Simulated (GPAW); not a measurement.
## Screening of a field by TaGe2P4 monolayer

Wanted: the out-of-plane polarisability of TaGe2P4 monolayer.

Method: GPAW, PAW setups; layer in a repeated cell with vacuum, relaxation of atoms and in-plane cell, in the first sound run; inputs show where later runs differ, in GPAW 26.7.0.

## Step 1: Set-up

The cell holds 7 atoms: 4 P, 2 Ge and 1 Ta. Cell: a = 3.580 Å, b = 3.580 Å, c = 26.995 Å, α = 90.0°, β = 90.0°, γ = 120.0°. Vacuum lies along c.

## Step 2: Relaxation

The atoms are relaxed first, since the surface dipole, and with it the work function, follows the positions of the outer layers.

Input file run.py:

```python
import json
import numpy as np
from ase import Atoms
from ase.filters import FrechetCellFilter
from ase.optimize import BFGS
from gpaw import GPAW, PW

slab = Atoms(
    ['P', 'Ge', 'P', 'Ta', 'P', 'Ge', 'P'],
    positions=[
        [0.00000, 0.00000, 9.00000],
        [-0.00000, 2.06691, 9.75357],
        [-0.00000, 2.06691, 11.95357],
        [0.00000, 0.00000, 13.49768],
        [-0.00000, 2.06691, 15.04178],
        [-0.00000, 2.06691, 17.24178],
        [0.00000, 0.00000, 17.99535]],
    cell=[[3.58, 0.0, 0.0], [-1.79, 3.10037, 0.0], [0.0, 0.0, 26.9954]],
    pbc=[True, True, True],
    magmoms=[0.0, 0.0, 0.0, 1.0, 0.0, 0.0, 0.0])

slab.calc = GPAW(mode=PW(600), xc='PBE', kpts={'size': (9, 9, 1), 'gamma': True},
                 occupations={'name': 'fermi-dirac', 'width': 0.05}, nbands='200%',
                 convergence={'density': 1e-05}, maxiter=200,
                 symmetry={'tolerance': 1e-3}, txt='slab.txt')
result = {}
# The in-plane cell is free; stress needs a cell that repeats along all three vectors
path = []
opt = BFGS(FrechetCellFilter(slab, mask=[1, 1, 0, 0, 0, 1]), maxstep=0.2)
opt.attach(lambda: path.append((slab.get_potential_energy(), slab.positions.tolist(), slab.get_forces().tolist())))
result['relaxed'] = bool(opt.run(fmax=0.02, steps=45))
result['path'] = path
result['cell'] = slab.cell.tolist()
print('in-plane lattice', slab.cell.cellpar().round(4)[[0, 1, 5]])
energy = slab.get_potential_energy()
fermi = slab.calc.get_fermi_level()
v = slab.calc.get_electrostatic_potential().mean((0, 1)) - fermi
n = slab.calc.get_pseudo_density().mean((0, 1))
L = slab.cell[2, 2]
z = np.arange(len(v)) * L / len(v)
low, high = slab.positions[:, 2].min(), slab.positions[:, 2].max()
below, above = np.interp([low - 6.8, high + 6.8], z, v)
slopes = [np.interp(x, z, np.gradient(v, z)) for x in (low - 6.8, high + 6.8)]
eps = np.array([[slab.calc.get_eigenvalues(k, s) for k in range(len(slab.calc.get_ibz_k_points()))]
                for s in range(slab.calc.get_number_of_spins())]) - fermi
top, bottom = eps[eps < 0].max(), eps[eps > 0].min()
dipole = slab.get_dipole_moment()[2]
print(f'energy {energy:.4f} eV, Fermi level {fermi:.4f} eV, dipole {dipole:.5f} e A')
print(f'potential 6.8 A off the faces, from the Fermi level: lower {below:.4f} eV, upper {above:.4f} eV')
print(f'slope of the potential there: lower {slopes[0]:.5f}, upper {slopes[1]:.5f} eV/A')
print(f'nearest levels on the mesh: {top:.4f} and {bottom:.4f} eV')
print('magnetic moment', round(slab.get_magnetic_moment(), 3))
result.update(energy=energy, fermi=fermi, dipole=dipole, below=below, above=above, slopes=slopes, edges=[top, bottom],
              z=z.tolist(), v=v.tolist(), n=n.tolist(), positions=slab.positions.tolist(),
              forces=slab.get_forces(apply_constraint=False).tolist(), moments=slab.get_magnetic_moments().tolist())
json.dump(result, open('result.json', 'w'))
```

Run with:

```console
$ OMP_NUM_THREADS=1 OPENBLAS_NUM_THREADS=1 python run.py
```

The log of the run:

```text
Step          Energy          fmax
BFGS:    0      -40.100362        3.406984
BFGS:    1      -40.719680        2.793175
BFGS:    2      -41.596345        0.563636
BFGS:    3      -41.615583        0.394727
BFGS:    4      -41.640315        0.426783
BFGS:    5      -41.680457        0.422073
BFGS:    6      -41.704619        0.255663
BFGS:    7      -41.713105        0.177244
BFGS:    8      -41.715568        0.171215
BFGS:    9      -41.717337        0.145941
BFGS:   10      -41.719802        0.167764
BFGS:   11      -41.722703        0.205105
BFGS:   12      -41.725218        0.156473
BFGS:   13      -41.726516        0.073971
BFGS:   14      -41.726858        0.025983
BFGS:   15      -41.726912        0.004639
in-plane lattice [  3.6198   3.6198 120.    ]
energy -41.7176 eV, Fermi level -0.0100 eV, dipole 0.00069 e A
potential 6.8 A off the faces, from the Fermi level: lower 5.3922 eV, upper 5.3944 eV
slope of the potential there: lower -0.00067, upper -0.00052 eV/A
nearest levels on the mesh: -0.0574 and 0.0364 eV
magnetic moment 0.0
```

Elapsed: 60 min, on 1 thread of Arm Neoverse V1, shared host; peak memory 1 GiB.

This step gave:

- dipole along the normal: 6.86e-4 e·Å
- levels nearest the Fermi level on the mesh: -0.05737, 0.03638 eV from the Fermi level
- sum of the site moments: 0 μB

The electrostatic potential energy of an electron (without an applied field's), less the Fermi level, planar mean oscillates, so the rows of the table below give means over windows of 1.69 Å about each position, cut where the curve ends. Its maxima inside the range that stand out by 2 % of the span (Å: eV): 9.2: -9.98, 11.0: 2.28, 12.7: -6.31, 14.3: -6.31, 16.0: 2.29, 17.8: -9.97. Its minima: 8.7: -13.2, 9.7: -14.0, 12.1: -11.4, 13.5: -17.2, 14.9: -11.4, 17.3: -14.0, 18.3: -13.2.

The electrostatic potential energy of an electron (without an applied field's), less the Fermi level, planar mean by z; means over each step:

```tsv
z (Å)	electrostatic potential energy of an electron (without an applied field's), less the Fermi level, planar mean (eV)
0.84	5.39
2.54	5.39
4.23	5.39
5.92	5.35
7.61	1.20
9.30	-11.5
10.99	-0.891
12.68	-10.5
14.37	-10.2
16.05	-0.827
17.75	-11.6
19.44	1.60
21.12	5.36
22.82	5.40
24.51	5.39
26.20	5.39
```

The pseudo valence density, planar mean oscillates, so the rows of the table below give means over windows of 1 Å about each position, cut where the curve ends. Its maxima inside the range that stand out by 2 % of the span (Å: e/Å³): 9.1: 0.433, 10.1: 0.230, 13.5: 1.05, 16.9: 0.230, 17.9: 0.433. Its minima: 9.8: 0.0745, 10.8: 0.125, 16.2: 0.125, 17.2: 0.0744.

Table of pseudo valence density, planar mean by z; means over each step:

z (Å), pseudo valence density, planar mean (e/Å³) and a bar:
```
        5       0.00 
        6       0.00 
        7       0.02 #
        8       0.19 #########
        9       0.35 ################
       10       0.17 ########
       11       0.15 #######
       12       0.29 #############
       13       0.64 ##############################
       14       0.64 ##############################
       15       0.28 #############
       16       0.15 #######
       17       0.17 ########
       18       0.35 ################
       19       0.19 #########
       20       0.02 #
       21       0.00 
       22       0.00
```

The relaxation lowered the energy of the cell by 1.63 eV (energies extrapolated to zero smearing; the optimiser's log prints free energies). The largest force left on a free atom is 0.0046 eV/Å.

## Step 3: The slab's potential

With the geometry fixed, the planar mean of the potential gives the vacuum level on each side.

This step: GPAW, PAW setups; slab in vacuum (GPAW 26.7.0).

The cell differs from the one that the last finished run ended in (c 26.995 → 27.730 Å).

Input file run.py:

```python
import json
import numpy as np
from ase import Atoms
from gpaw import GPAW, PW

slab = Atoms(
    ['P', 'Ge', 'P', 'Ta', 'P', 'Ge', 'P'],
    positions=[
        [0.00000, -0.00000, 9.00000],
        [-0.00000, 2.08991, 10.07377],
        [-0.00000, 2.08991, 12.43823],
        [0.00000, -0.00000, 13.86516],
        [-0.00000, 2.08991, 15.29208],
        [-0.00000, 2.08991, 17.65654],
        [0.00000, -0.00000, 18.73032]],
    cell=[[3.61984, 0.0, 0.0], [-1.80992, 3.13487, 0.0], [0.0, 0.0, 27.7303]],
    pbc=[True, True, False],
    magmoms=[0.0, 0.0, 0.0, 1.0, 0.0, 0.0, 0.0])

slab.calc = GPAW(mode=PW(400), xc='PBE', kpts={'size': (9, 9, 1), 'gamma': True},
                 occupations={'name': 'fermi-dirac', 'width': 0.05}, nbands='200%',
                 convergence={'density': 1e-05}, maxiter=200,
                 poissonsolver={'dipolelayer': 'xy'},
                 symmetry={'tolerance': 1e-3}, txt='slab.txt')
result = {}
energy = slab.get_potential_energy()
fermi = slab.calc.get_fermi_level()
v = slab.calc.get_electrostatic_potential().mean((0, 1)) - fermi
n = slab.calc.get_pseudo_density().mean((0, 1))
L = slab.cell[2, 2]
z = np.arange(len(v)) * L / len(v)
low, high = slab.positions[:, 2].min(), slab.positions[:, 2].max()
below, above = np.interp([low - 6.8, high + 6.8], z, v)
slopes = [np.interp(x, z, np.gradient(v, z)) for x in (low - 6.8, high + 6.8)]
eps = np.array([[slab.calc.get_eigenvalues(k, s) for k in range(len(slab.calc.get_ibz_k_points()))]
                for s in range(slab.calc.get_number_of_spins())]) - fermi
top, bottom = eps[eps < 0].max(), eps[eps > 0].min()
dipole = slab.get_dipole_moment()[2]
print(f'energy {energy:.4f} eV, Fermi level {fermi:.4f} eV, dipole {dipole:.5f} e A')
print(f'potential 6.8 A off the faces, from the Fermi level: lower {below:.4f} eV, upper {above:.4f} eV')
print(f'slope of the potential there: lower {slopes[0]:.5f}, upper {slopes[1]:.5f} eV/A')
print(f'nearest levels on the mesh: {top:.4f} and {bottom:.4f} eV')
print('magnetic moment', round(slab.get_magnetic_moment(), 3))
result.update(energy=energy, fermi=fermi, dipole=dipole, below=below, above=above, slopes=slopes, edges=[top, bottom],
              z=z.tolist(), v=v.tolist(), n=n.tolist(), positions=slab.positions.tolist(),
              forces=slab.get_forces(apply_constraint=False).tolist(), moments=slab.get_magnetic_moments().tolist())
json.dump(result, open('result.json', 'w'))
```

The log of the run:

```text
energy -41.6981 eV, Fermi level -0.1524 eV, dipole 0.00205 e A
potential 6.8 A off the faces, from the Fermi level: lower 5.3957 eV, upper 5.3909 eV
slope of the potential there: lower -0.00009, upper 0.00009 eV/A
nearest levels on the mesh: -0.0574 and 0.0363 eV
magnetic moment 0.0
```

It took 3.2 min on 1 thread; peak memory 0.35 GiB.

Numbers from this step:

- dipole along the normal: 0.002045 e·Å
- levels nearest the Fermi level on the mesh: -0.05735, 0.03632 eV from the Fermi level
- upper work function: 5.391 eV
- lower work function: 5.396 eV

The electrostatic potential energy of an electron (without an applied field's), less the Fermi level, planar mean oscillates, so the rows of the table below give means over windows of 1.73 Å about each position, cut where the curve ends. Its maxima inside the range that stand out by 2 % of the span (Å: eV): 9.5: -9.92, 11.4: 2.26, 13.0: -6.34, 14.7: -6.35, 16.4: 2.25, 18.2: -9.92. Its minima: 9.1: -13.1, 10.1: -14.0, 12.5: -11.5, 13.9: -17.2, 15.3: -11.5, 17.7: -14.0, 18.6: -13.1.

Table of electrostatic potential energy of an electron (without an applied field's), less the Fermi level, planar mean by z; means over each step:

z (Å), electrostatic potential energy of an electron (without an applied field's), less the Fermi level, planar mean (eV) and a bar from the least value:
```
     0.86        5.4 ##############################
     2.59        5.4 ##############################
     4.32        5.4 ##############################
     6.05        5.4 ##############################
     7.78        2.6 #########################
     9.51      -11.6 
    11.24       -1.0 ###################
    12.97      -10.1 ###
    14.70      -10.4 ##
    16.43       -1.0 ###################
    18.16      -11.6 
    19.89        2.3 ########################
    21.62        5.4 ##############################
    23.35        5.4 ##############################
    25.08        5.4 ##############################
    26.81        5.4 ##############################
```

The pseudo valence density, planar mean oscillates, so the rows of the table below give means over windows of 1 Å about each position, cut where the curve ends. Its maxima inside the range that stand out by 2 % of the span (Å: e/Å³): 9.5: 0.436, 10.6: 0.221, 13.9: 1.05, 17.1: 0.221, 18.2: 0.436. Its minima: 10.2: 0.0843, 11.3: 0.126, 16.5: 0.126, 17.5: 0.0843.

Pseudo valence density, planar mean against z; means over each step:

z (Å), pseudo valence density, planar mean (e/Å³) and a bar:
```
        5       0.00 
        6       0.00 
        7       0.01 
        8       0.11 ####
        9       0.31 ############
       10       0.23 ########
       11       0.16 ######
       12       0.23 ########
       13       0.44 ################
       14       0.81 ##############################
       15       0.35 #############
       16       0.19 #######
       17       0.17 ######
       18       0.29 ###########
       19       0.26 ##########
       20       0.06 ##
       21       0.00 
       22       0.00 
       23       0.00
```

The potential is flat to 8.7e-5 eV/Å where it is read, so the vacuum is wide enough.

## Step 4: In a field

A uniform field along the normal polarises the slab; the atoms stay fixed, so this is the electronic response alone.

Edit run.py of step 3 so:

```diff
@@ -4,2 +4,3 @@
 from gpaw import GPAW, PW
+from gpaw.external import ConstantElectricField
 
@@ -23,2 +24,3 @@
                  poissonsolver={'dipolelayer': 'xy'},
+                 external=ConstantElectricField(-0.2, [0, 0, 1]),
                  symmetry={'tolerance': 1e-3}, txt='slab.txt')
```

The log of the run:

```text
energy -41.7128 eV, Fermi level -0.1538 eV, dipole -0.14770 e A
potential 6.8 A off the faces, from the Fermi level: lower 4.2184 eV, upper 6.5736 eV
slope of the potential there: lower -0.00009, upper 0.00009 eV/A
nearest levels on the mesh: -0.0573 and 0.0363 eV
magnetic moment -0.0
```

Wall time 13 min (1 thread); peak memory 0.64 GiB.

Numbers from this step:

```
dipole along the normal                                         : -0.1477 e·Å
levels nearest the Fermi level on the mesh                      : -0.05731, 0.03627 eV from the Fermi level
potential below the slab, the applied field's own ramp left out : 4.218 eV from the Fermi level
potential above the slab, the applied field's own ramp left out : 6.574 eV from the Fermi level
```

The electrostatic potential energy of an electron (without an applied field's), less the Fermi level, planar mean oscillates, so the rows of the table below give means over windows of 1.73 Å about each position, cut where the curve ends. Its maxima inside the range that stand out by 2 % of the span (Å: eV): 9.5: -10.8, 11.4: 1.77, 13.0: -6.51, 14.7: -6.18, 16.5: 2.75, 18.2: -9.09, 27.3: 6.57. Its minima: 9.1: -14.0, 10.1: -14.7, 12.5: -11.7, 13.9: -17.2, 15.3: -11.2, 17.7: -13.3, 18.6: -12.1.

Table of electrostatic potential energy of an electron (without an applied field's), less the Fermi level, planar mean by z; means over each step:

```tsv
z (Å)	electrostatic potential energy of an electron (without an applied field's), less the Fermi level, planar mean (eV)
0.86	4.35
2.59	4.22
4.32	4.22
6.05	4.20
7.78	1.52
9.51	-12.4
11.24	-1.54
12.97	-10.3
14.70	-10.3
16.43	-0.493
18.16	-10.8
19.89	3.37
21.62	6.55
23.35	6.57
25.08	6.57
26.81	6.51
```

The dipole is now -0.148 e Å, against 0.0020 in the run without a field.

## Step 5: Field on

Edit run.py of step 4 so:

```diff
@@ -24,3 +24,3 @@
                  poissonsolver={'dipolelayer': 'xy'},
-                 external=ConstantElectricField(-0.2, [0, 0, 1]),
+                 external=ConstantElectricField(-0.1, [0, 0, 1]),
                  symmetry={'tolerance': 1e-3}, txt='slab.txt')
```

The log of the run:

```text
energy -41.7017 eV, Fermi level -0.1527 eV, dipole -0.07389 e A
potential 6.8 A off the faces, from the Fermi level: lower 4.8047 eV, upper 5.9830 eV
slope of the potential there: lower -0.00009, upper 0.00009 eV/A
nearest levels on the mesh: -0.0574 and 0.0363 eV
magnetic moment -0.0
```

The job ended after 13 min (1 thread; peak memory 0.64 GiB).

Numbers from this step:

```yaml
dipole_along_the_normal: -0.07389 e·Å
levels_nearest_the_fermi_level_on_the_mesh: -0.05735, 0.03633 eV from the Fermi level
potential_below_the_slab_the_applied_field_s_own_ramp_left_out: 4.805 eV from the Fermi level
potential_above_the_slab_the_applied_field_s_own_ramp_left_out: 5.983 eV from the Fermi level
```

The electrostatic potential energy of an electron (without an applied field's), less the Fermi level, planar mean oscillates, so the rows of the table below give means over windows of 1.73 Å about each position, cut where the curve ends. Its maxima inside the range that stand out by 2 % of the span (Å: eV): 9.5: -10.3, 11.4: 2.01, 13.0: -6.43, 14.7: -6.26, 16.5: 2.50, 18.2: -9.50. Its minima: 9.1: -13.5, 10.1: -14.4, 12.5: -11.6, 13.9: -17.2, 15.3: -11.3, 17.7: -13.7, 18.6: -12.6.

Electrostatic potential energy of an electron (without an applied field's), less the Fermi level, planar mean against z; means over each step:

```tsv
z (Å)	electrostatic potential energy of an electron (without an applied field's), less the Fermi level, planar mean (eV)
0.86	4.87
2.59	4.80
4.32	4.80
6.05	4.79
7.78	2.08
9.51	-12.0
11.24	-1.28
12.97	-10.2
14.70	-10.3
16.43	-0.742
18.16	-11.2
19.89	2.81
21.62	5.96
23.35	5.98
25.08	5.98
26.81	5.95
```

The dipole is now -0.0739 e Å, against 0.0020 in the run without a field.

## Step 6: Field on

Edit run.py of step 5 so:

```diff
@@ -24,3 +24,3 @@
                  poissonsolver={'dipolelayer': 'xy'},
-                 external=ConstantElectricField(-0.1, [0, 0, 1]),
+                 external=ConstantElectricField(-0.05, [0, 0, 1]),
                  symmetry={'tolerance': 1e-3}, txt='slab.txt')
```

The log of the run:

```text
energy -41.6989 eV, Fermi level -0.1525 eV, dipole -0.03694 e A
potential 6.8 A off the faces, from the Fermi level: lower 5.0989 eV, upper 5.6880 eV
slope of the potential there: lower -0.00009, upper 0.00009 eV/A
nearest levels on the mesh: -0.0573 and 0.0363 eV
magnetic moment -0.0
```

Elapsed: 12 min, on 1 thread; peak memory 0.64 GiB.

The electrostatic potential energy of an electron (without an applied field's), less the Fermi level, planar mean oscillates, so the rows of the table below give means over windows of 1.73 Å about each position, cut where the curve ends. Its maxima inside the range that stand out by 2 % of the span (Å: eV): 9.5: -10.1, 11.4: 2.13, 13.0: -6.39, 14.7: -6.30, 16.4: 2.38, 18.2: -9.71. Its minima: 9.1: -13.3, 10.1: -14.2, 12.5: -11.5, 13.9: -17.2, 15.3: -11.4, 17.7: -13.8, 18.6: -12.8.

Electrostatic potential energy of an electron (without an applied field's), less the Fermi level, planar mean against z; means over each step:

```tsv
z (Å)	electrostatic potential energy of an electron (without an applied field's), less the Fermi level, planar mean (eV)
0.86	5.13
2.59	5.10
4.32	5.10
6.05	5.08
7.78	2.36
9.51	-11.8
11.24	-1.16
12.97	-10.2
14.70	-10.4
16.43	-0.867
18.16	-11.4
19.89	2.54
21.62	5.66
23.35	5.69
25.08	5.69
26.81	5.67
```

## Step 7: Field on

Edit run.py of step 6 so:

```diff
@@ -24,3 +24,3 @@
                  poissonsolver={'dipolelayer': 'xy'},
-                 external=ConstantElectricField(-0.05, [0, 0, 1]),
+                 external=ConstantElectricField(0.05, [0, 0, 1]),
                  symmetry={'tolerance': 1e-3}, txt='slab.txt')
```

The log of the run:

```text
energy -41.6989 eV, Fermi level -0.1525 eV, dipole 0.03694 e A
potential 6.8 A off the faces, from the Fermi level: lower 5.6880 eV, upper 5.0989 eV
slope of the potential there: lower -0.00009, upper 0.00009 eV/A
nearest levels on the mesh: -0.0573 and 0.0363 eV
magnetic moment -0.0
```

The job ended after 12 min (1 thread; peak memory 0.64 GiB).

The electrostatic potential energy of an electron (without an applied field's), less the Fermi level, planar mean oscillates, so the rows of the table below give means over windows of 1.73 Å about each position, cut where the curve ends. Its maxima inside the range that stand out by 2 % of the span (Å: eV): 9.5: -9.71, 11.4: 2.38, 13.0: -6.30, 14.7: -6.39, 16.4: 2.13, 18.2: -10.1. Its minima: 9.1: -12.8, 10.1: -13.8, 12.5: -11.4, 13.9: -17.2, 15.3: -11.5, 17.7: -14.2, 18.6: -13.3.

The electrostatic potential energy of an electron (without an applied field's), less the Fermi level, planar mean by z; means over each step:

```tsv
z (Å)	electrostatic potential energy of an electron (without an applied field's), less the Fermi level, planar mean (eV)
0.86	5.66
2.59	5.69
4.32	5.69
6.05	5.67
7.78	2.91
9.51	-11.4
11.24	-0.901
12.97	-10.1
14.70	-10.5
16.43	-1.12
18.16	-11.8
19.89	1.98
21.62	5.08
23.35	5.10
25.08	5.10
26.81	5.12
```

(Continued in part 2 of 2.)

[Logs are printed without paths, hosts, clocks, repeated set-up lines and the standing remarks that a program may print on its own settings, such as how far it seeks lower states.]

[Hosts, paths, dates, database ids (printed as entryN), source tags and the programs' standing remarks are cut or masked in the printed files.]
